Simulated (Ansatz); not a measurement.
# 1T-PtS2 monolayer in a perpendicular field, part 3 of 3

Aim: how the 1T-PtS2 monolayer screens a field along its normal, and what the field does to its bands. A positive field points along +c.

Ansatz 0.2.0; plane-wave DFT, PBE-D3(BJ), Ansatz PAW.

So far, gap on the k-mesh (eV): step 3 (single point, field 0) 1.82; step 5 (field -0.1 V/Å) 1.82; step 6 (field 0.2 V/Å) 1.82; step 7 (field -0.2 V/Å) 1.82; step 8 (field 0.35 V/Å) 1.81.

## Step 10: A changed input: efield.amplitude = 0.3

This step: plane-wave DFT, PBE-D3(BJ), Ansatz PAW (Ansatz 0.2.0).

A run with a changed input: it repeats the earlier run at 0.1 V/Å with efield.amplitude from 0.1 to 0.3.

Input file input.yaml:

```yaml
crystal:
  lattice:
    - [3.5414946606, 0.0, 0.0]
    - [-1.7707473303, 3.0670243434, 0.0]
    - [0.0, 0.0, 20.4835940331]
  atoms:
    - { symbol: S, position: [0.6666666667, 0.3333333333, 0.4393760189] }
    - { symbol: Pt, position: [0.0, 0.0, 0.5] }
    - { symbol: S, position: [0.3333333333, 0.6666666667, 0.5606239811] }
kpoints:
  mp_grid: { grid: [18, 18, 1] }
  band_path:
    path: [[0, 0, 0], [0.5, 0, 0], [0.33333333, 0.33333333, 0], [0, 0, 0]]
    npoints: 16
hamiltonian:
  xc: pbe
  dispersion: d3bj
scf:
  occupations: { method: fermi_dirac, width: 0.02585 }
  convergence: { dr2_threshold: 1.0e-10 }
efield:
  axis: 3
  dipole_correction: true
  ramp_position: 0.97
  ramp_width: 0.06
  amplitude: 0.3
output:
  write_potential: true
  write_density: true
  volumetric_format: npy
```

Command:

```bash
$ ansatz run input.yaml --threads 2 --pin off --max-ram 3072MiB --backend cpu --events-out ev --progress --plain --runs-dir out
```

Numbers of over 12 decimals in the logs are rounded to 6 here.

The log of the run:

```text
[...]
Crystal: 3 atoms, lattice volume = 222.490 Å³
Basis set: ecut = 420 eV, 4335 PW (Γ)
Bands: 19, of which v1, the nominal top of the filled ones, is band 15 counted from 1 (14 counted from 0)
Symmetry: 6 space group operations
k-points: 37 of 324 (time reversal used)
[...]
SCF iter   1: F=—  HF=-14330.424238 eV  |F-HF|=—  |Δ(HF+E_count)|=         —  Δρ=5.30e-2  dr2=7.19e0  ethr=3.10e-3  p=0.086 e·Å  D=6.99e-2 V/Å  ΔV_dip=-1.43 eV  dr2_dipole=7.61e-5  V_vac-E_F(+/−)=6.78/2.77 eV  ⟨swp⟩=8.9  Hψ=4608  notcnv=0
[...]
SCF iter  15: F=-14329.086062 eV  HF=-14329.086062 eV  |F-HF|=3.09e-11  |Δ(HF+E_count)|=  2.00e-11  Δρ=7.21e-8  dr2=2.06e-11  ethr=1.00e-12  p=0.080 e·Å  D=6.54e-2 V/Å  ΔV_dip=-1.34 eV  dr2_dipole=2.29e-12  V_vac-E_F(+/−)=7.44/3.34 eV  ⟨swp⟩=2.0  Hψ=1157  notcnv=0
SCF 1 converged in 15 iterations: F = -14329.086062 eV  dr2 = 2.06e-11
[...]
SCF converged after 15 iterations
Free energy (F): -14329.086062 eV
[...]
Internal energy: -14329.086062 eV  (E = F + TS)
E sigma→0 (E₀):  -14329.086062 eV
Fermi energy:    -1.381777 eV
Dipole field:    D = 0.065371 V/Å  (p = 0.080378 e·Å, saw-weighted, corrected)
Work function:   not extracted (applied field tilts the vacuum); planar V_es + V_field profile in the machine report
[...]
--- Band table (eV; the first three rows and the last of 37) ---
  k-point 0: bands = [... 11 lower, -3.1298, -2.9984, -2.5393, -2.5393, 0.9486, 0.9486, 2.6040, 3.3414]
  k-point 1: bands = [... 11 lower, -3.3226, -2.9449, -2.5171, -2.4407, 0.7402, 0.8929, 2.6632, 3.4222]
  k-point 2: bands = [... 11 lower, -3.6927, -2.7853, -2.4747, -2.3286, 0.2657, 0.7567, 2.8302, 3.6389]
  k-point 36: bands = [... 11 lower, -4.7622, -4.5960, -3.0070, -2.9805, -0.1309, -0.1117, 4.5755, 6.5683]
```

Wall time 17 s (2 threads of Arm Neoverse V2, shared host); peak memory 0.47 GiB; 34 s of CPU time.

This step gave:

```
gap on the k-mesh                  : 1.814 eV
dipole along the normal            : 0.08038 e·Å
gap along the path                 : 1.819 eV
smallest direct gap along the path : 1.916 eV
gap, the smaller of path and mesh  : 1.814 eV
```

Electronic bands along the path, in eV, zero at the Fermi level of the run, which the smearing sets inside the gap:

```tsv
point	band 12	band 13	band 14	band 15	band 16	band 17	band 18	band 19
Γ	-1.75	-1.62	-1.16	-1.16	2.33	2.33	3.99	4.72
halfway	-2.94	-1.36	-1.28	-1.07	0.89	1.89	4.98	5.44
M	-3.03	-2.88	-2.60	-2.34	1.97	2.10	4.61	5.81
halfway	-3.16	-3.15	-2.02	-1.66	1.40	1.75	5.32	6.88
K	-3.38	-3.21	-1.63	-1.60	1.25	1.27	5.96	7.95
halfway	-2.98	-1.72	-1.38	-0.93	1.18	1.30	5.33	6.08
Γ	-1.75	-1.62	-1.16	-1.16	2.33	2.33	3.99	4.72
```

```tsv
quantity	this run	earlier run	difference
dipole along the normal (e·Å)	0.08038	0.02679	0.054
gap along the path (eV)	1.819	1.821	-0.0021
smallest direct gap along the path (eV)	1.916	1.919	-0.0028
gap on the k-mesh (eV)	1.814	1.816	-0.0022
```

The applied field differs, and the slope found earlier predicts a dipole of 0.0804 e·Å; this run gives 0.0804 e·Å, in line with it.

## Step 11: The same run with other settings: efield.ramp_width = 0.15

Another changed input: it repeats the earlier run at 0.1 V/Å with efield.ramp_width from 0.06 to 0.15.

input.yaml, as its differences from that of step 10:

```diff
@@ -24,4 +24,4 @@
   ramp_position: 0.97
-  ramp_width: 0.06
-  amplitude: 0.3
+  ramp_width: 0.15
+  amplitude: 0.1
 output:
```

The log of the run:

```text
[...]
Crystal: 3 atoms, lattice volume = 222.490 Å³
Basis set: ecut = 420 eV, 4335 PW (Γ)
Bands: 19, of which v1, the nominal top of the filled ones, is band 15 counted from 1 (14 counted from 0)
Symmetry: 6 space group operations
k-points: 37 of 324 (time reversal used)
[...]
SCF iter   1: F=—  HF=-14330.416656 eV  |F-HF|=—  |Δ(HF+E_count)|=         —  Δρ=5.30e-2  dr2=7.21e0  ethr=3.10e-3  p=0.027 e·Å  D=2.20e-2 V/Å  ΔV_dip=-0.45 eV  dr2_dipole=1.04e-6  V_vac-E_F(+/−)=5.45/4.23 eV  ⟨swp⟩=9.0  Hψ=4643  notcnv=0
[...]
SCF iter  15: F=-14329.075347 eV  HF=-14329.075347 eV  |F-HF|=9.09e-11  |Δ(HF+E_count)|=  5.28e-11  Δρ=7.45e-8  dr2=7.44e-11  ethr=1.00e-12  p=0.027 e·Å  D=2.18e-2 V/Å  ΔV_dip=-0.45 eV  dr2_dipole=1.47e-11  V_vac-E_F(+/−)=6.10/4.88 eV  ⟨swp⟩=1.0  Hψ=1554  notcnv=0
SCF 1 converged in 15 iterations: F = -14329.075347 eV  dr2 = 7.44e-11
[...]
SCF converged after 15 iterations
Free energy (F): -14329.075347 eV
[...]
Internal energy: -14329.075347 eV  (E = F + TS)
E sigma→0 (E₀):  -14329.075347 eV
Fermi energy:    -1.450634 eV
Dipole field:    D = 0.021784 V/Å  (p = 0.026785 e·Å, saw-weighted, corrected)
Work function:   not extracted (applied field tilts the vacuum); planar V_es + V_field profile in the machine report
[...]
--- Band table (eV; the first three rows and the last of 37) ---
  k-point 0: bands = [... 11 lower, -3.1887, -3.0755, -2.6075, -2.6075, 0.8803, 0.8803, 3.0048, 3.4596]
  k-point 1: bands = [... 11 lower, -3.3888, -3.0140, -2.5852, -2.5095, 0.6720, 0.8246, 3.0910, 3.5604]
  k-point 2: bands = [... 11 lower, -3.7604, -2.8521, -2.5428, -2.3981, 0.1976, 0.6884, 3.3164, 3.7815]
  k-point 36: bands = [... 11 lower, -4.8303, -4.6646, -3.0665, -3.0576, -0.1927, -0.1863, 4.5100, 6.5675]
```

Elapsed: 18 s, on 2 threads; peak memory 0.47 GiB.

This step gave:

* gap on the k-mesh: 1.816 eV
* dipole along the normal: 0.02678 e·Å
* gap along the path: 1.821 eV
* smallest direct gap along the path: 1.919 eV
* gap, the smaller of path and mesh: 1.816 eV

Electronic bands along the path, in eV, zero at the Fermi level of the run, which the smearing sets inside the gap:

```tsv
point	band 12	band 13	band 14	band 15	band 16	band 17	band 18	band 19
Γ	-1.74	-1.62	-1.16	-1.16	2.33	2.33	4.46	4.91
halfway	-2.94	-1.36	-1.28	-1.07	0.89	1.89	5.31	5.74
M	-3.03	-2.88	-2.59	-2.34	1.97	2.11	4.61	5.82
halfway	-3.15	-3.15	-2.02	-1.66	1.40	1.76	5.33	6.90
K	-3.38	-3.21	-1.62	-1.61	1.26	1.26	5.96	8.02
halfway	-2.98	-1.72	-1.38	-0.93	1.18	1.30	5.88	6.12
Γ	-1.74	-1.62	-1.16	-1.16	2.33	2.33	4.46	4.91
```

```tsv
quantity	this run	earlier run	difference
dipole along the normal (e·Å)	0.02678	0.02679	-3.2e-7
gap along the path (eV)	1.821	1.821	0
smallest direct gap along the path (eV)	1.919	1.919	0
gap on the k-mesh (eV)	1.816	1.816	4.1e-8
```

Nothing in the table moves by 0.01 in its unit (for the dipole 0.5 % and 5e-5 e·Å).

## Step 12: Summary of results

```json
{
  "gap without field": "1.82 eV",
  "ionisation energy, upper face": "6.36 eV",
  "electron affinity, upper face": "4.54 eV",
  "equivalent conductor thickness, atoms held": "4.46 Å"
}
```

**Reading.** The induced dipole equals that of a perfect conductor 4.46 Å thick, while the outer atoms lie 2.48 Å apart; an out-of-plane ε follows only once a thickness t is chosen, by 1 − 1/ε = 4.46 Å / t. The gap stays within 0.01 eV of 1.82 eV over the fields run, up to 0.35 V/Å in size. Semilocal functionals give gaps that are too small, and excitons are not included. Spin-orbit coupling is left out, which matters for the bands of elements this heavy.

[Logs are printed without paths, hosts, clocks, repeated set-up lines and the standing remarks that a program may print on its own settings, such as how far it seeks lower states.]

[Hosts, paths, dates, database ids (printed as entryN), source tags and the programs' standing remarks are cut or masked in the printed files.]

[Maps of the electrostatic potential energy from Ansatz leave out the sawtooth potential of an applied field or a dipole correction, so their vacuum need not be flat; planar profiles and work functions include it.]
